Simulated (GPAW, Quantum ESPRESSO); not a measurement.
# Core-hole calculation of the C K edge in HfC (Fm-3m)

Aim: the C K edge of HfC (Fm-3m) by two routes, a Lanczos recursion (XSpectra) and a sum over empty bands (GPAW), to see which features are robust.

Method: core-hole supercells, plane-wave PAW PBE, without spin-orbit coupling (first program; GPAW 26.7.0 follows as the second), in Quantum ESPRESSO 7.5.

Report form: the programs' logs are mostly left out.

The database entry behind the starting cell differs from later determinations by our own check (about 0.2 % long), so it need not match the best structure at ambient conditions.

## Step 1: Set-up

Symmetry: Fm-3m, No. 225, cubic system. Conventional cell: a = 4.650 Å, b = 4.650 Å, c = 4.650 Å, α = 90.00°, β = 90.00°, γ = 90.00°. Hf has 6 C at 2.33 Å nearest. Nearest to C lie 6 Hf at 2.33 Å. Farther neighbours are not listed.

As a file:

```cif
data_structure
_symmetry_space_group_name_H-M 'P 1'
_symmetry_Int_Tables_number 1
_cell_length_a 3.2880
_cell_length_b 3.2880
_cell_length_c 3.2880
_cell_angle_alpha 60.000
_cell_angle_beta 60.000
_cell_angle_gamma 60.000
_cell_volume 25.14
loop_
_atom_site_label
_atom_site_type_symbol
_atom_site_fract_x
_atom_site_fract_y
_atom_site_fract_z
_atom_site_occupancy
Hf1 Hf 0.50000 0.50000 0.50000 1
C2 C 0.00000 0.00000 0.00000 1
```

## Step 2: Ground state of the crystal (Quantum ESPRESSO)

A plain self-consistent run shows whether there is a gap, which decides the set-up of the core-hole run.

The PAW data sets are made with ld1.x, with reconstruction data.

scf.in

```
&control
   calculation='scf', prefix='x', pseudo_dir='../pp', outdir='tmp', tprnfor=.true.
/
&system
   ibrav=0, nat=2, ntyp=2, nbnd=12
   ecutwfc=46, ecutrho=360
   occupations='smearing', smearing='mv', degauss=0.015
/
&electrons
   conv_thr=2.0e-08, electron_maxstep=120
   mixing_beta=0.5
/
ATOMIC_SPECIES
Hf 1.0 Hf.pbe-spn-kjpaw.UPF
C3 1.0 C.pbe-n-kjpaw.UPF
CELL_PARAMETERS angstrom
  0.00000000 2.32500000 2.32500000
  2.32500000 0.00000000 2.32500000
  2.32500000 2.32500000 0.00000000
ATOMIC_POSITIONS crystal
Hf   0.50000000 0.50000000 0.50000000
C3   0.00000000 0.00000000 0.00000000
K_POINTS automatic
10 10 10 0 0 0
```

Command:

```console
OMP_NUM_THREADS=1 mpirun --oversubscribe --bind-to none -np 4 pw.x -nk 4 -in scf.in > scf.out
```

It took 6.1 s on 4 MPI ranks of Arm Neoverse V2, shared host; peak memory 0.07 GiB.

Absorbing atoms carry a label of their own (element plus a letter or digit), as the spectrum program needs them as separate species.

The mesh shows no gap, so the system is treated as a metal and the core electron is put at the Fermi level (neutral cell).

## Step 3: Spectrum without a core hole, C atom 2 (Quantum ESPRESSO)

Without a hole the spectrum is the empty density of states of the right symmetry on the absorber, weighted by matrix elements. It needs only the small cell and serves as the baseline.

The absorber has 6 Hf at 2.33 Å (octahedral, site symmetry m-3m).

xspectra.in

```
&input_xspectra
   calculation='xanes_dipole', edge='K'
   prefix='x', outdir='tmp', xiabs=2, xe0=15.4013
   xonly_plot=.false., x_save_file='xanes.sav'
   xniter=3000, xcheck_conv=20, xerror=0.005
   xcoordcrys=.false., xepsilon(1)=1, xepsilon(2)=0, xepsilon(3)=0
/
&plot
   xnepoint=413, xemin=-10, xemax=45, terminator=.true., cut_occ_states=.true.
   xgamma=0.4
/
&pseudos
   filecore='../C.wfc'
/
&cut_occ
   cut_desmooth=0.1, cut_stepl=0.05, cut_stepu=0.05, cut_ierror=1e-5
/
11 11 11 0 0 0
```

Command:

```console
OMP_NUM_THREADS=1 mpirun --oversubscribe --bind-to none -np 4 xspectra.x -nk 4 -in xspectra.in > xspectra.out
```

The job ended after 30 s (4 MPI ranks; peak memory 0.12 GiB).

The C K spectrum, C atom 2, no core hole (energy from the energy zero of the input (xe0, at the border of filled and empty states); intensity scaled to a mean of 1 over the first 20 eV; the points at xe0, where the cut of filled states can leave a spike, are interpolated):

```csv
E (eV),intensity
-2.0,0.05
-1.5,0.06
-1.0,0.09
-0.5,0.16
0.0,0.34
0.5,0.48
1.0,0.53
1.5,0.58
2.0,0.60
2.5,0.69
3.0,0.69
3.5,0.77
4.0,0.83
4.5,0.84
5.0,1.02
5.5,1.19
6.0,1.17
6.5,0.99
7.0,0.83
7.5,0.81
8.0,0.98
8.5,1.09
9.0,1.05
9.5,1.17
10.0,1.19
10.5,1.31
11.0,1.85
11.5,2.07
12.0,1.84
12.5,2.20
13.0,2.11
13.5,2.02
14.0,1.54
14.5,1.29
15.0,0.96
15.5,0.77
16.0,0.77
16.5,0.85
17.0,0.87
17.5,0.61
18.0,0.38
18.5,0.23
19.0,0.20
19.5,0.26
20.0,0.38
20.5,0.43
21.0,0.49
21.5,0.36
22.0,0.30
22.5,0.28
23.0,0.30
23.5,0.49
24.0,0.74
24.5,0.64
25.0,0.47
25.5,0.50
26.0,0.69
26.5,0.86
27.0,1.04
27.5,1.27
28.0,1.62
28.5,1.66
29.0,1.77
29.5,1.51
30.0,1.23
30.5,0.87
31.0,0.74
31.5,0.68
32.0,0.62
```

Main maxima below 24 eV (height): 5.6 eV (1.21), 8.7 eV (1.11), 9.8 eV (1.26), 11.4 eV (2.15), 12.6 eV (2.21) and 13.2 eV (2.19). A K edge sees empty p states on the absorber.

## Step 4: Another broadening

The final state's lifetime shortens with energy, so measured features broaden above the edge; the saved Lanczos coefficients are redrawn with a width that grows.

xspectra_plot.in

```
&input_xspectra
   calculation='xanes_dipole', edge='K'
   prefix='x', outdir='tmp', xiabs=2, xe0=15.4013
   xonly_plot=.true., x_save_file='xanes.sav'
   xniter=3000, xcheck_conv=20, xerror=0.005
   xcoordcrys=.false., xepsilon(1)=1, xepsilon(2)=0, xepsilon(3)=0
/
&plot
   xnepoint=413, xemin=-10, xemax=45, terminator=.true., cut_occ_states=.true.
   gamma_mode='variable', gamma_energy(1)=4, gamma_energy(2)=25, gamma_value(1)=0.3, gamma_value(2)=2.5
/
&pseudos
   filecore='../C.wfc'
/
&cut_occ
   cut_desmooth=0.1, cut_stepl=0.05, cut_stepu=0.05, cut_ierror=1e-5
/
11 11 11 0 0 0
```

Command:

```console
OMP_NUM_THREADS=1 xspectra.x -in xspectra_plot.in > xspectra_plot.out
```

The job ended after 10 s (1 MPI rank; peak memory 0.13 GiB).

With a Lorentzian half width 0.3 eV up to 4 eV, rising linearly to 2.5 eV at 25 eV, the maxima are 1.3 eV (0.62), 2.4 eV (0.74), 4.2 eV (0.90), 5.6 eV (1.20) and 12.4 eV (1.74).

## Step 5: Supercell without a hole, the energy reference (Quantum ESPRESSO)

The photon energy needs a difference of total energies, so the cell and mesh of the coming hole run are first run without a hole.

scf.in

```
&control
   calculation='scf', prefix='x', pseudo_dir='../pp', outdir='tmp', tprnfor=.true.
/
&system
   ibrav=0, nat=12, ntyp=2, nbnd=59
   ecutwfc=46, ecutrho=360
   occupations='smearing', smearing='mv', degauss=0.015
/
&electrons
   conv_thr=1.2e-07, electron_maxstep=120
   mixing_beta=0.5
/
ATOMIC_SPECIES
Hf 1.0 Hf.pbe-spn-kjpaw.UPF
C 1.0 C.pbe-n-kjpaw.UPF
CELL_PARAMETERS angstrom
  2.32500000 4.65000000 2.32500000
  4.65000000 -2.32500000 -2.32500000
  -2.32500000 4.65000000 -2.32500000
ATOMIC_POSITIONS crystal
Hf   0.75000000 0.00000000 0.75000000
Hf   0.25000000 0.33333333 0.91666667
Hf   0.75000000 0.66666667 0.08333333
Hf   0.75000000 0.33333333 0.41666667
Hf   0.25000000 0.66666667 0.58333333
Hf   0.25000000 0.00000000 0.25000000
C    0.00000000 0.00000000 0.00000000
C    0.50000000 0.33333333 0.16666667
C    0.00000000 0.66666667 0.33333333
C    0.00000000 0.33333333 0.66666667
C    0.50000000 0.66666667 0.83333333
C    0.50000000 0.00000000 0.50000000
K_POINTS automatic
5 6 6 0 0 0
```

Command:

```console
OMP_NUM_THREADS=1 mpirun --oversubscribe --bind-to none -np 4 pw.x -nk 4 -in scf.in > scf.out
```

Elapsed: 3.3 min, on 4 MPI ranks; peak memory 0.27 GiB.

Reference energy: -2468072.770 eV with the cores included.

## Step 6: The atom with a core hole (Quantum ESPRESSO)

The final state has one core electron fewer, so a PAW data set is made for an atom with that hole.

C.pbe-n-kjpaw-1sch.ld1.in

```
&input
   title='C', zed=6., rel=1, iswitch=3, dft='PBE',
   config='1s1 2s2 2p3'
/
&inputp
   file_pseudopw='C.pbe-n-kjpaw-1sch.UPF', author='',
   lpaw=.true.,
   pseudotype=3,
   lloc=-1,
   rcloc=0.9,
   which_augfun='PSQ',
   rmatch_augfun_nc=.true.,
   nlcc=.true.,
   new_core_ps=.true.,
   rcore=0.7,
   tm=.true.,
   zval=5,
   lgipaw_reconstruction=.true., use_paw_as_gipaw=.true.
/
4
2S  1  0  2.00  0.00  1.00  1.20  0.0
2S  1  0  0.00  3.00  1.00  1.20  0.0
2P  2  1  3.00  0.00  0.90  1.40  0.0
2P  2  1  0.00  0.05  0.90  1.40  0.0
```

Command:

```console
ld1.x < C.pbe-n-kjpaw-1sch.ld1.in > C.pbe-n-kjpaw-1sch.ld1.out
```

Wall time 0.73 s (1 MPI rank); peak memory 0.12 GiB.

Removing the core electron and adding it to the valence shell costs the free atom 290.2 eV.

## Step 7: Supercell with XCH, C atom 2 (Quantum ESPRESSO)

The holes are 5.7 Å apart. The excited electron is kept in the cell, where it fills the lowest empty states and screens the hole.

scf.in, as its differences from that of step 5:

```diff
@@ -4,3 +4,3 @@
 &system
-   ibrav=0, nat=12, ntyp=2, nbnd=59
+   ibrav=0, nat=12, ntyp=3, nbnd=60
    ecutwfc=46, ecutrho=360
@@ -14,2 +14,3 @@
 Hf 1.0 Hf.pbe-spn-kjpaw.UPF
+C0 1.0 C.pbe-n-kjpaw-1sch.UPF
 C 1.0 C.pbe-n-kjpaw.UPF
@@ -26,3 +27,3 @@
 Hf   0.25000000 0.00000000 0.25000000
-C    0.00000000 0.00000000 0.00000000
+C0   0.00000000 0.00000000 0.00000000
 C    0.50000000 0.33333333 0.16666667
```

Command:

```console
OMP_NUM_THREADS=1 mpirun --oversubscribe --bind-to none -np 4 pw.x -nk 4 -in scf.in > scf.out
```

Wall time 2.2 min (4 MPI ranks); peak memory 0.3 GiB.

Energy with the hole: -2467784.862 eV, cores included.

## Step 8: Spectrum with XCH, C atom 2 (Quantum ESPRESSO)

The Lanczos recursion gives the spectrum without computing empty bands; each polarisation needs a run of its own on the full k mesh. xe0 is set between filled and empty states, and states below it are cut, here at the Fermi level, which holds the excited electron. The file of filecore holds the core orbital, taken from the hole-free data set.

xspectra.in, as its differences from that of step 3:

```diff
@@ -2,3 +2,3 @@
    calculation='xanes_dipole', edge='K'
-   prefix='x', outdir='tmp', xiabs=2, xe0=15.4013
+   prefix='x', outdir='tmp', xiabs=2, xe0=15.7955
    xonly_plot=.false., x_save_file='xanes.sav'
@@ -17,2 +17,2 @@
 /
-11 11 11 0 0 0
+6 6 6 0 0 0
```

xspectra_1.in, as its differences from xspectra.in of step 8:

```diff
@@ -5,3 +5,3 @@
    xniter=3000, xcheck_conv=20, xerror=0.005
-   xcoordcrys=.false., xepsilon(1)=1, xepsilon(2)=0, xepsilon(3)=0
+   xcoordcrys=.false., xepsilon(1)=0, xepsilon(2)=1, xepsilon(3)=0
 /
```

Command:

```console
OMP_NUM_THREADS=1 mpirun --oversubscribe --bind-to none -np 4 xspectra.x -nk 4 -in xspectra.in > xspectra.out
```

Wall time 4.8 min (4 MPI ranks); peak memory 0.19 GiB; 19 min of CPU time.

The C K spectrum, C atom 2, excited-electron core hole (neutral cell) (energy from the energy zero of the input (xe0, at the border of filled and empty states); intensity scaled to a mean of 1 over the first 20 eV; the points at xe0, where the cut of filled states can leave a spike, are interpolated):

```csv
E (eV),intensity
-2.0,0.05
-1.4,0.07
-0.8,0.12
-0.2,0.27
0.4,0.50
1.0,0.66
1.6,0.78
2.2,0.92
2.8,0.99
3.4,1.14
4.0,1.28
4.6,1.52
5.2,1.52
5.8,1.25
6.4,1.05
7.0,1.13
7.6,1.27
8.2,1.45
8.8,1.44
9.4,1.67
10.0,2.14
10.6,2.14
11.2,1.64
11.8,1.60
12.4,1.27
13.0,1.01
13.6,0.80
14.2,0.64
14.8,0.52
15.4,0.49
16.0,0.61
16.6,0.55
17.2,0.35
17.8,0.19
18.4,0.17
19.0,0.22
19.6,0.35
20.2,0.47
20.8,0.39
21.4,0.31
22.0,0.29
22.6,0.39
23.2,0.73
23.8,0.82
24.4,0.58
25.0,0.67
25.6,1.05
26.2,1.31
26.8,1.42
27.4,1.55
28.0,1.34
28.6,1.15
29.2,0.80
29.8,0.54
30.4,0.44
31.0,0.45
31.6,0.44
```

Main maxima below 24 eV (height): 5.0 eV (1.57), 10.3 eV (2.30), 11.6 eV (1.66), 16.2 eV (0.63), 20.3 eV (0.48) and 23.6 eV (0.87). A K edge sees empty p states; the first features are C p mixed into the empty d states of the Hf neighbours, and the broad ones above probably into the cations' higher empty bands.

The total-energy difference is 287.91 eV. One term is added: -6.71 eV, since the hole is spin-paired here and a spin-polarised one costs that much less in the free atom (computed apart). The photon energy is then 281.20 eV. The functional leaves an error of a few eV in such absolute values.

## Step 9: Another broadening

xspectra_plot.in, as its differences from that of step 4:

```diff
@@ -2,3 +2,3 @@
    calculation='xanes_dipole', edge='K'
-   prefix='x', outdir='tmp', xiabs=2, xe0=15.4013
+   prefix='x', outdir='tmp', xiabs=2, xe0=15.7955
    xonly_plot=.true., x_save_file='xanes.sav'
@@ -17,2 +17,2 @@
 /
-11 11 11 0 0 0
+6 6 6 0 0 0
```

Command:

```console
OMP_NUM_THREADS=1 xspectra.x -in xspectra_plot.in > xspectra_plot.out
```

Elapsed: 6.1 s, on 1 MPI rank; peak memory 0.04 GiB.

With a Lorentzian half width 0.3 eV up to 4 eV, rising linearly to 2.5 eV at 25 eV, the maxima are 5.0 eV (1.56) and 10.2 eV (1.76).

## Step 10: The field without a hole (GPAW)

The second program starts from its own ground state, on the same cell and functional.

scf.py

```python
import numpy as np
from ase import Atoms
from ase.parallel import parprint, paropen
from gpaw import GPAW, PW, FermiDirac, Mixer, MixerDif, setup_paths
from gpaw.test import gen
setup_paths.insert(0, '.')
gen('C', name='nch1s', xcname='PBE', corehole=(1, 0, 0), write_xml=True)
from gpaw.mpi import world
world.barrier()

atoms = Atoms('HfC',
    cell=[[0, 2.325, 2.325],
     [2.325, 0, 2.325],
     [2.325, 2.325, 0]],
    scaled_positions=[[0.5, 0.5, 0.5],
     [0, 0, 0]],
    pbc=True)
atoms.calc = calc = GPAW(legacy_gpaw=True, mode=PW(500, force_complex_dtype=True), xc='PBE', setups={1: 'nch1s'},
    kpts={'size': (9, 9, 9), 'gamma': True}, occupations=FermiDirac(0.05),
    charge=0, mixer=Mixer(0.1, 5, 50), maxiter=150,
    convergence={'density': 0.0001, 'eigenstates': 1e-6}, txt='scf.txt')
energy = atoms.get_potential_energy() + calc.get_reference_energy()
ef = calc.get_fermi_level()
out = dict(energy=energy, fermi=ef, forces=atoms.get_forces().tolist())
parprint(f'all-electron energy {energy:.4f} eV, Fermi level {ef:.4f} eV')
ev = np.array([[calc.get_eigenvalues(k, s) for k in range(len(calc.get_ibz_k_points()))] for s in range(calc.get_number_of_spins())])
out['homo'], out['lumo'], out['counts'] = ev[ev < ef].max(), ev[ev > ef].min(), sorted(set((ev < ef).sum((0, 2)).tolist()))
out['filled'] = (ev[:, 0] < ef).sum(1).tolist()
import json
with paropen('out.json', 'w') as f:
    json.dump(out, f)
```

Command:

```console
OMP_NUM_THREADS=1 mpirun -n 4 gpaw python scf.py
```

The job ended after 5 s (4 MPI ranks; peak memory 0.16 GiB; 19 s of CPU time).

The mesh shows no gap, so the system is treated as a metal and the core electron is put at the Fermi level (neutral cell).

## Step 11: Spectrum without a core hole, C atom 2 (GPAW)

This cheap baseline ignores the attraction of the hole: it shows the absorber's empty states as they are in the ground state. The data set with a hole of occupation 0 only carries the core orbital.

xas.py

```python
import numpy as np
from ase import Atoms
from ase.parallel import parprint, paropen
from gpaw import GPAW, PW, FermiDirac, Mixer, MixerDif, setup_paths
from gpaw.test import gen
setup_paths.insert(0, '.')
gen('C', name='nch1s', xcname='PBE', corehole=(1, 0, 0), write_xml=True)
from gpaw.mpi import world
world.barrier()

atoms = Atoms('HfC',
    cell=[[0, 2.325, 2.325],
     [2.325, 0, 2.325],
     [2.325, 2.325, 0]],
    scaled_positions=[[0.5, 0.5, 0.5],
     [0, 0, 0]],
    pbc=True)
atoms.calc = calc = GPAW(legacy_gpaw=True, mode=PW(500, force_complex_dtype=True), xc='PBE', setups={1: 'nch1s'},
    kpts={'size': (13, 13, 13), 'gamma': True}, occupations=FermiDirac(0.1),
    charge=0, mixer=Mixer(0.1, 5, 50), maxiter=150,
    convergence={'density': 0.0001, 'eigenstates': 1e-6}, txt='scf.txt')
energy = atoms.get_potential_energy() + calc.get_reference_energy()
ef = calc.get_fermi_level()
out = dict(energy=energy, fermi=ef, forces=atoms.get_forces().tolist())
parprint(f'all-electron energy {energy:.4f} eV, Fermi level {ef:.4f} eV')
ev = np.array([[calc.get_eigenvalues(k, s) for k in range(len(calc.get_ibz_k_points()))] for s in range(calc.get_number_of_spins())])
out['homo'], out['lumo'], out['counts'] = ev[ev < ef].max(), ev[ev > ef].min(), sorted(set((ev < ef).sum((0, 2)).tolist()))
out['filled'] = (ev[:, 0] < ef).sum(1).tolist()

from ase.units import Ha
from gpaw.xas import dipole_matrix_elements
nb = int(calc.get_number_of_electrons() / 2) + 23
top = nb
nscf = calc.fixed_density(kpts={'size': (9, 9, 9), 'gamma': True},
    convergence={'eigenstates': 1.0}, txt='nscf.txt')
nscf.diagonalize_full_hamiltonian(nbands=nb)
cell = atoms.cell.array
ops = [cell.T @ U.T @ np.linalg.inv(cell.T) for U in nscf.wfs.kd.symmetry.op_scc]
E = np.arange(-25, 34, 0.1)
fwhm = np.interp(E, [4, 25], [0.9, 3.5])
Y, X, zero, highest = 0, 0, 1e9, 1e9
for spin in range(nscf.get_number_of_spins()):
    wfs = nscf.wfs
    mine = wfs.bd.get_slice()  # this rank's bands
    A = dipole_matrix_elements(wfs.setups[1])
    eps = np.zeros((wfs.kd.nibzkpts, nb))
    d = np.zeros((3, A.shape[1], wfs.kd.nibzkpts, nb), complex)
    for kpt in wfs.kpt_u:
        if kpt.s == spin and 1 in kpt.P_ani:
            eps[kpt.k, mine] = kpt.eps_n * Ha
            d[:, :, kpt.k, mine] = (kpt.weight * wfs.nspins / 2) ** 0.5 * np.inner(A, kpt.P_ani[1])
    world.sum(eps)
    world.sum(d)
    T = np.einsum('amkn,bmkn->abkn', d, d.conj()).real
    T = sum(np.einsum('ai,ijkn,bj->abkn', R, T, R) for R in ops) / len(ops)
    empty = eps > ef
    zero, highest = min(zero, eps[empty].min()), min(highest, eps[:, top - 1].min())
    lines = [(eps, T, empty)] if spin == 0 else lines + [(eps, T, empty)]
for eps, T, empty in lines:
    f = np.einsum('aakn->akn', T).reshape(3, -1)
    x = eps.ravel() - zero
    w = np.interp(x, E, fwhm) / 2.35482
    g = np.exp(-0.5 * ((E[:, None] - x) / w) ** 2) / (w * (2 * np.pi) ** 0.5)
    Y = Y + (f * empty.ravel()) @ g.T
    X = X + (f * ~empty.ravel()) @ g.T
out.update(E=E.round(2).tolist(), xas=Y.tolist(), xes=X.tolist(), zero=zero, valid=highest - zero, nk=len(eps), nb=nb)
for i in range(0, len(E), 10):
    parprint(f'{E[i]:7.2f}', *(f'{v:10.3e}' for v in Y[:, i]))
import json
with paropen('out.json', 'w') as f:
    json.dump(out, f)
```

Command:

```console
OMP_NUM_THREADS=1 mpirun -n 4 gpaw python xas.py
```

It took 14 s on 4 MPI ranks; peak memory 0.22 GiB.

The C K spectrum, C atom 2, no core hole (energy from the lowest empty level; intensity scaled to a mean of 1 over the first 20 eV):

```csv
E (eV),intensity
-2.0,0.00
-1.4,0.00
-0.8,0.02
-0.2,0.24
0.4,0.46
1.0,0.59
1.6,0.60
2.2,0.59
2.8,0.74
3.4,0.81
4.0,0.72
4.6,1.06
5.2,1.24
5.8,1.22
6.4,0.98
7.0,0.79
7.6,0.78
8.2,0.91
8.8,1.12
9.4,1.18
10.0,1.23
10.6,1.57
11.2,1.90
11.8,1.99
12.4,2.03
13.0,2.02
13.6,1.79
14.2,1.41
14.8,1.06
15.4,0.85
16.0,0.76
16.6,0.71
17.2,0.64
17.8,0.52
18.4,0.38
19.0,0.27
19.6,0.23
20.2,0.24
20.8,0.29
21.4,0.32
22.0,0.33
22.6,0.34
23.2,0.36
23.8,0.40
24.4,0.45
25.0,0.49
25.6,0.52
26.2,0.57
26.8,0.66
27.4,0.79
28.0,0.97
28.6,1.14
29.2,1.26
29.8,1.30
30.4,1.23
31.0,1.08
31.6,0.89
```

Main maxima below 24 eV (height): 1.9 eV (0.62), 3.1 eV (0.88), 5.5 eV (1.26) and 12.7 eV (2.04). 

The same matrix elements for filled bands give the C K emission of C atom 2 (ground-state approximation; energy from the lowest empty level, largest value 1):

```csv
E (eV),emission
-24.00,0.00
-23.25,0.00
-22.50,0.00
-21.75,0.00
-21.00,0.00
-20.25,0.00
-19.50,0.00
-18.75,0.00
-18.00,0.00
-17.25,0.00
-16.50,0.00
-15.75,0.00
-15.00,0.00
-14.25,0.00
-13.50,0.00
-12.75,0.00
-12.00,0.00
-11.25,0.00
-10.50,0.00
-9.75,0.00
-9.00,0.00
-8.25,0.00
-7.50,0.00
-6.75,0.00
-6.00,0.03
-5.25,0.13
-4.50,0.24
-3.75,0.27
-3.00,0.74
-2.25,0.86
-1.50,0.42
-0.75,0.23
0.00,0.08
0.75,0.00
1.50,0.00
2.25,0.00
3.00,0.00
```

Emission maxima: -2.6 eV (1.00).

## Step 12: Reference energy of the supercell (GPAW)

Total energies of two programs can't be mixed, so the cell and mesh of GPAW's hole run get a reference energy of their own.

scf.py, as its differences from that of step 10:

```diff
@@ -10,11 +10,21 @@
 
-atoms = Atoms('HfC',
-    cell=[[0, 2.325, 2.325],
-     [2.325, 0, 2.325],
-     [2.325, 2.325, 0]],
-    scaled_positions=[[0.5, 0.5, 0.5],
-     [0, 0, 0]],
+atoms = Atoms('Hf6C6',
+    cell=[[2.325, 4.65, 2.325],
+     [4.65, -2.325, -2.325],
+     [-2.325, 4.65, -2.325]],
+    scaled_positions=[[0.75, 0, 0.75],
+     [0.25, 0.33333333, 0.91666667],
+     [0.75, 0.66666667, 0.08333333],
+     [0.75, 0.33333333, 0.41666667],
+     [0.25, 0.66666667, 0.58333333],
+     [0.25, 0, 0.25],
+     [0, 0, 0],
+     [0.5, 0.33333333, 0.16666667],
+     [0, 0.66666667, 0.33333333],
+     [0, 0.33333333, 0.66666667],
+     [0.5, 0.66666667, 0.83333333],
+     [0.5, 0, 0.5]],
     pbc=True)
-atoms.calc = calc = GPAW(legacy_gpaw=True, mode=PW(500, force_complex_dtype=True), xc='PBE', setups={1: 'nch1s'},
-    kpts={'size': (9, 9, 9), 'gamma': True}, occupations=FermiDirac(0.05),
+atoms.calc = calc = GPAW(legacy_gpaw=True, mode=PW(500, force_complex_dtype=True), xc='PBE', setups={6: 'nch1s'},
+    kpts={'size': (4, 4, 4), 'gamma': True}, occupations=FermiDirac(0.1),
     charge=0, mixer=Mixer(0.1, 5, 50), maxiter=150,
```

Command:

```console
OMP_NUM_THREADS=1 mpirun -n 4 gpaw python scf.py
```

Run time: 56 s. Hardware: 4 MPI ranks; peak memory 0.29 GiB; 3.7 min of CPU time.

Reference energy: -2465593.896 eV with the cores included.

(Part 1 of 2 ends here.)

[Logs are printed without paths, hosts, clocks, repeated set-up lines and the standing remarks that a program may print on its own settings, such as how far it seeks lower states.]

[Hosts, paths, dates, database ids (printed as entryN), source tags and the programs' standing remarks are cut or masked in the printed files.]

[Lists of maxima count a maximum above −3 eV only where it reaches 4 % of the highest in the window and stands out from its surroundings by 2 % of it (1.5 % where it reaches 55 %); shoulders and weaker maxima are passed over, and of the rest the first, up to two pre-edge ones and the few strongest are named.]
